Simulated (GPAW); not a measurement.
# Near-edge structure at the Ni K edge of MgNi3C (Pm-3m)

Aim: the dependence of the Ni K near-edge features of MgNi3C (Pm-3m) on volume.

Program: GPAW 26.7.0. Level of theory: X-ray absorption from dipole matrix elements to empty bands, plane-wave PAW LDA. Results are calculated unless marked as measured.

**1. Starting point**

It takes space group Pm-3m (No. 221, cubic). The conventional cell has a = 3.809 Å, b = 3.809 Å, c = 3.809 Å, α = 90.00°, β = 90.00°, γ = 90.00°. Nearest to Ni lie 2 C at 1.90 Å and 4 Mg at 2.69 Å and 8 Ni at 2.69 Å. Nearest to Mg lie 12 Ni at 2.69 Å. Nearest to C lie 6 Ni at 1.90 Å. Farther neighbours are not listed.

As a file:

```cif
data_structure
_symmetry_space_group_name_H-M 'P 1'
_symmetry_Int_Tables_number 1
_cell_length_a 3.8089
_cell_length_b 3.8089
_cell_length_c 3.8089
_cell_angle_alpha 90.000
_cell_angle_beta 90.000
_cell_angle_gamma 90.000
_cell_volume 55.26
loop_
_atom_site_label
_atom_site_type_symbol
_atom_site_fract_x
_atom_site_fract_y
_atom_site_fract_z
_atom_site_occupancy
Ni1 Ni 0.50000 0.50000 0.00000 1
Ni2 Ni 0.50000 0.00000 0.50000 1
Ni3 Ni 0.00000 0.50000 0.50000 1
Mg4 Mg 0.00000 0.00000 0.00000 1
C5 C 0.50000 0.50000 0.50000 1
```

**2. Ground state of the crystal**

The ground state comes first: it tells whether the system has a gap, which decides how the excited electron is treated.

The input, scf.py:

```python
import numpy as np
from ase import Atoms
from ase.parallel import parprint, paropen
from gpaw import GPAW, PW, FermiDirac, Mixer, MixerDif, setup_paths
from gpaw.test import gen
setup_paths.insert(0, '.')
gen('Ni', name='nch1s', xcname='LDA', corehole=(1, 0, 0), write_xml=True)
from gpaw.mpi import world
world.barrier()

atoms = Atoms('Ni3MgC',
    cell=[[3.8089, 0, 0],
     [0, 3.8089, 0],
     [0, 0, 3.8089]],
    scaled_positions=[[0.5, 0.5, 0],
     [0.5, 0, 0.5],
     [0, 0.5, 0.5],
     [0, 0, 0],
     [0.5, 0.5, 0.5]],
    magmoms=[2.0, 2.0, 2.0, 0.0, 0.0],
    pbc=True)
atoms.calc = calc = GPAW(legacy_gpaw=True, mode=PW(430), xc='LDA', setups={0: 'nch1s'},
    kpts={'size': (7, 7, 7), 'gamma': True}, occupations=FermiDirac(0.05),
    charge=0, mixer=MixerDif(0.05, 8, 50), maxiter=150,
    convergence={'density': 0.0001}, txt='scf.txt')
energy = atoms.get_potential_energy() + calc.get_reference_energy()
ef = calc.get_fermi_level()
out = dict(energy=energy, fermi=ef, forces=atoms.get_forces().tolist(), magmoms=atoms.get_magnetic_moments().tolist())
parprint(f'all-electron energy {energy:.4f} eV, Fermi level {ef:.4f} eV')
ev = np.array([[calc.get_eigenvalues(k, s) for k in range(len(calc.get_ibz_k_points()))] for s in range(calc.get_number_of_spins())])
out['homo'], out['lumo'], out['counts'] = ev[ev < ef].max(), ev[ev > ef].min(), sorted(set((ev < ef).sum((0, 2)).tolist()))
out['filled'] = (ev[:, 0] < ef).sum(1).tolist()
import json
with paropen('out.json', 'w') as f:
    json.dump(out, f)
```

On the command line:

```bash
$ OMP_NUM_THREADS=1 mpirun -n 2 gpaw python scf.py
```

Numbers of over 12 decimals in the logs are rounded to 6 here.

What it wrote:

```text
Input parameters:
  convergence: {density: 0.0001}
  kpts: {gamma: True,
         size: (7, 7, 7)}
  maxiter: 150
  mixer: {backend: pulay,
          beta: 0.05,
          method: difference,
          nmaxold: 8,
          weight: 50}
  mode: {ecut: 430.0,
         name: pw}
  occupations: {fixmagmom: False,
                name: fermi-dirac,
                width: 0.05}
  setups: {0: nch1s}

Initialize ...

[... PAW data sets ...]

Reference energy: -130347.820164  # eV

Spin-polarized calculation.
Initial magnetic moment: 6.000000

[... convergence settings ...]
Symmetries present (total): 16
  [... symmetry matrices ...]

343 k-points: 7 x 7 x 7 Monkhorst-Pack grid
40 k-points in the irreducible part of the Brillouin zone
       k-points in crystal coordinates                weights
   0:     0.00000000    0.00000000    0.00000000          1/343
   1:     0.00000000    0.00000000    0.14285714          2/343
   2:     0.00000000    0.00000000    0.28571429          2/343
   3:     0.00000000    0.00000000    0.42857143          2/343
   4:     0.14285714    0.00000000    0.00000000          4/343
   5:     0.14285714    0.00000000    0.14285714          8/343
   6:     0.14285714    0.00000000    0.28571429          8/343
   7:     0.14285714    0.00000000    0.42857143          8/343
   8:     0.14285714    0.14285714    0.00000000          4/343
   9:     0.14285714    0.14285714    0.14285714          8/343
          ...
  39:     0.42857143    0.42857143    0.42857143          8/343

Wave functions: Plane wave expansion
  Cutoff energy: 430.000 eV
  Number of coefficients (min, max): 1094, 1141
  Pulay-stress correction: 0.000000 eV/Ang^3 (de/decut=0.000000)
  Using FFTW library
  Wavefunction extrapolation:
    Improved wavefunction reuse through dual PAW basis

Occupation numbers: Fermi-Dirac:
  width: 0.0500  # eV

Eigensolver
   Davidson(niter=2)

Densities:
  Coarse grid: 20*20*20 grid
  Fine grid: 40*40*40 grid
  Total Charge: 0.000000

Density mixing:
  Method: difference
  Backend: pulay
  Linear mixing parameter: 0.05
  old densities: 8
  Width of damping distribution: 1.1
  Damping of long wavelength oscillations: 50

[... Hamiltonian set-up ...]
Number of atoms: 5
Number of atomic orbitals: 48
Number of bands in calculation: 45
Number of valence electrons: 62
Bands to converge: occupied

... initialized

Initializing position-dependent things.

Density initialized from atomic densities
Creating initial wave functions:
  45 bands from LCAO basis set

Positions:
   0 Ni     1.904450    1.904450    0.000000    ( 0.0000,  0.0000,  2.0000)
   1 Ni     1.904450    0.000000    1.904450    ( 0.0000,  0.0000,  2.0000)
   2 Ni     0.000000    1.904450    1.904450    ( 0.0000,  0.0000,  2.0000)
   3 Mg     0.000000    0.000000    0.000000    ( 0.0000,  0.0000,  0.0000)
   4 C      1.904450    1.904450    1.904450    ( 0.0000,  0.0000,  0.0000)

Unit cell:
           periodic     x           y           z      points  spacing
  1. axis:    yes    3.808900    0.000000    0.000000    20     0.1904
  2. axis:    yes    0.000000    3.808900    0.000000    20     0.1904
  3. axis:    yes    0.000000    0.000000    3.808900    20     0.1904

  Lengths:   3.808900   3.808900   3.808900
  Angles:   90.000000  90.000000  90.000000

Effective grid spacing dv^(1/3) = 0.1904

iter:   1   -37.673550                   +6.0066
iter:   2   -38.432499   -0.53  -1.40    +3.2108
iter:   3   -37.959061   -1.05  -1.47    +1.3906
iter:   4   -37.949380   -2.34  -1.87    +0.9892
iter:   5   -37.991259   -2.86  -1.95    +0.3149
iter:   6   -38.063595   -2.73  -2.07    -0.0574
iter:   7   -38.011782   -2.79  -2.13    -0.0709
iter:   8   -38.012577   -4.32  -2.65    -0.0625
iter:   9   -38.008210c  -4.24  -2.71    -0.0508
iter:  10   -38.007720c  -5.47  -3.47    -0.0480
iter:  11   -38.007754c  -6.06  -3.78    -0.0319
iter:  12   -38.007778c  -6.21  -4.26c   +0.0022
iter:  13   -38.007745c  -6.94  -4.52c   +0.0064
iter:  14   -38.007764c  -7.60c -4.58c   +0.0049

Converged after 14 iterations.

Dipole moment: (-0.000000, -0.000000, -0.000000) |e|*Ang

Total magnetic moment: (0.000000, 0.000000, 0.004892)
Local magnetic moments:
   0 Ni ( 0.000000,  0.000000,  0.001631)
   1 Ni ( 0.000000,  0.000000,  0.001633)
   2 Ni ( 0.000000,  0.000000,  0.001633)
   3 Mg ( 0.000000,  0.000000, -0.000036)
   4 C  ( 0.000000,  0.000000,  0.000137)

Energy contributions relative to reference atoms: (reference = -130347.820164)

Kinetic:        +23.106840
Potential:      -15.210893
External:        +0.000000
XC:             -45.964828
Entropy (-ST):   -0.037388
Local:           +0.079811
SIC:             +0.000000
--------------------------
Free energy:    -38.026458
Extrapolated:   -38.007764

Spin contamination: 0.000267 electrons
Showing only first 2 kpts
                      Up                     Down
 Kpt  Band  Eigenvalues  Occupancy  Eigenvalues  Occupancy
  0    29      6.72496    1.00000      6.72705    1.00000
  0    30      6.72496    1.00000      6.72705    1.00000
  0    31      7.00871    0.99990      7.01035    0.99990
  0    32     10.87172    0.00000     10.87281    0.00000

  1    29      6.85942    0.99999      6.86139    0.99999
  1    30      6.85942    0.99999      6.86139    0.99999
  1    31      6.93724    0.99998      6.93886    0.99998
  1    32     11.00057    0.00000     11.00161    0.00000

Fermi level: 7.46899

No gap
No difference between direct/indirect transitions

Forces in eV/Ang:
  0 Ni    0.00000   -0.00000    0.00000
  1 Ni   -0.00000   -0.00000    0.00000
  2 Ni   -0.00000   -0.00000    0.00000
  3 Mg   -0.00000   -0.00000    0.00000
  4 C     0.00000    0.00000    0.00000
Scalar-relativistic atomic LDA calculation for Ni (Nickel, Z=28)
Core hole in 1s state (1s occupation: 2.0)
600 radial gridpoints.
|------------------------------------------------|
|------------------------------------------------|
[... the atom generator's iteration count ...]

Energy contributions:
-------------------------
Kinetic:    +1537.751258
XC:           -60.699976
Potential:  -2994.820198
-------------------------
Total:      -1517.768916

state      eigenvalue         ekin         rmax
-----------------------------------------------
1s^2.0 :  -301.035028   388.934024        0.035
2s^2.0 :   -35.997604    72.392377        0.205
2p^6.0 :   -31.023259    70.728959        0.165
3s^2.0 :    -4.059448    15.962886        0.640
3p^6.0 :    -2.618967    14.035345        0.646
3d^8.0 :    -0.335915     8.991402        0.627
4s^2.0 :    -0.215280     1.327822        2.220
4p^0.0 :    -0.049170     0.563687        3.144
-----------------------------------------------
(units: Bohr and Hartree)

Generating PAW setup
Kinetic energy of the core from tauc = 1391.507298
Cutoffs:
rc(s)=2.200
rc(p)=2.280
rc(d)=2.150
rc(vbar)=2.220
rc(comp)=2.180
rc(nct)=2.280

Kinetic energy of the core states: 1378.952329
Charge: 0.0
Core electrons: 12.0
Valence electrons: 16.0
Pseudo-core charge: 0.043714
Shape function alpha=2.104
Pseudo-electron charge 4.284307
state    eigenvalue         norm
--------------------------------
4s(2) :    -0.215280     1.060160
*s    :     0.784720
3p(6) :    -2.618967     0.052480
4p(0) :    -0.049170     1.003908
3d(8) :    -0.335915     0.225674
*d    :     0.664085
--------------------------------

Diagonalizing with gridspacing h=0.050

state   all-electron     PAW
-------------------------------
4s:      -0.215280    -0.215531
3p:      -2.618967    -2.619713
3d:      -0.335915    -0.336667
*f:                    0.071842
-------------------------------
all-electron energy -130385.8279 eV, Fermi level 7.4690 eV
```

Elapsed: 35 s, on 2 MPI ranks of Arm Neoverse V2, shared host; peak memory 0.28 GiB.

The mesh shows no gap, so the system is treated as a metal and the core electron is put at the Fermi level (neutral cell).

**3. Reference energy of the supercell**

The photon energy needs a difference of total energies, so the cell and mesh of the coming hole run are first run without a hole.

scf.py: that of step 2 with these lines changed.

```diff
@@ -10,15 +10,20 @@
 
-atoms = Atoms('Ni3MgC',
-    cell=[[3.8089, 0, 0],
-     [0, 3.8089, 0],
-     [0, 0, 3.8089]],
-    scaled_positions=[[0.5, 0.5, 0],
+atoms = Atoms('Ni6Mg2C2',
+    cell=[[3.8089, 0, 3.8089],
+     [0, 3.8089, 3.8089],
+     [-3.8089, 0, 3.8089]],
+    scaled_positions=[[0, 0.5, 0.5],
+     [0.5, 0.5, 0],
+     [0.5, 0, 0],
+     [0, 0, 0.5],
+     [0, 0.5, 0],
+     [0.5, 0.5, 0.5],
+     [0, 0, 0],
      [0.5, 0, 0.5],
-     [0, 0.5, 0.5],
-     [0, 0, 0],
-     [0.5, 0.5, 0.5]],
-    magmoms=[2.0, 2.0, 2.0, 0.0, 0.0],
+     [0.25, 0.5, 0.75],
+     [0.75, 0.5, 0.25]],
+    magmoms=[2.0, 2.0, 2.0, 2.0, 2.0, 2.0, 0.0, 0.0, 0.0, 0.0],
     pbc=True)
 atoms.calc = calc = GPAW(legacy_gpaw=True, mode=PW(430), xc='LDA', setups={0: 'nch1s'},
-    kpts={'size': (7, 7, 7), 'gamma': True}, occupations=FermiDirac(0.05),
+    kpts={'size': (4, 4, 4), 'gamma': True}, occupations=FermiDirac(0.1),
     charge=0, mixer=MixerDif(0.05, 8, 50), maxiter=150,
```

What it wrote:

```text
Input parameters:
  convergence: {density: 0.0001}
  kpts: {gamma: True,
         size: (4, 4, 4)}
  maxiter: 150
  mixer: {backend: pulay,
          beta: 0.05,
          method: difference,
          nmaxold: 8,
          weight: 50}
  mode: {ecut: 430.0,
         name: pw}
  occupations: {fixmagmom: False,
                name: fermi-dirac,
                width: 0.1}
  setups: {0: nch1s}

Initialize ...

[...]
*s    :     0.784720
3p(6) :    -2.618967     0.052480
4p(0) :    -0.049170     1.003908
3d(8) :    -0.335915     0.225674
*d    :     0.664085
--------------------------------

Diagonalizing with gridspacing h=0.050

state   all-electron     PAW
-------------------------------
4s:      -0.215280    -0.215531
3p:      -2.618967    -2.619713
3d:      -0.335915    -0.336667
*f:                    0.071842
-------------------------------
all-electron energy -260771.6696 eV, Fermi level 7.4921 eV
[key lines of the parts left out:]
Converged after 14 iterations.
Dipole moment: (0.000000, -0.000000, -0.000000) |e|*Ang
Free energy:    -76.159053
Fermi level: 7.49211
```

Run time: 1.8 min. Hardware: 2 MPI ranks; peak memory 0.44 GiB; 3.6 min of CPU time.

Reference energy: -260771.670 eV with the cores included.

(Part 1 of 3 ends here.)

[Banner, clock and machine lines of the logs are left out without a mark of their own.]

[Logs are printed without paths, hosts, clocks, repeated set-up lines and the standing remarks that a program may print on its own settings, such as how far it seeks lower states.]

[Hosts, paths, dates, database ids (printed as entryN), source tags and the programs' standing remarks are cut or masked in the printed files.]

[Lists of maxima count a maximum above −3 eV only where it reaches 4 % of the highest in the window and stands out from its surroundings by 2 % of it (1.5 % where it reaches 55 %); shoulders and weaker maxima are passed over, and of the rest the first, up to two pre-edge ones and the few strongest are named.]
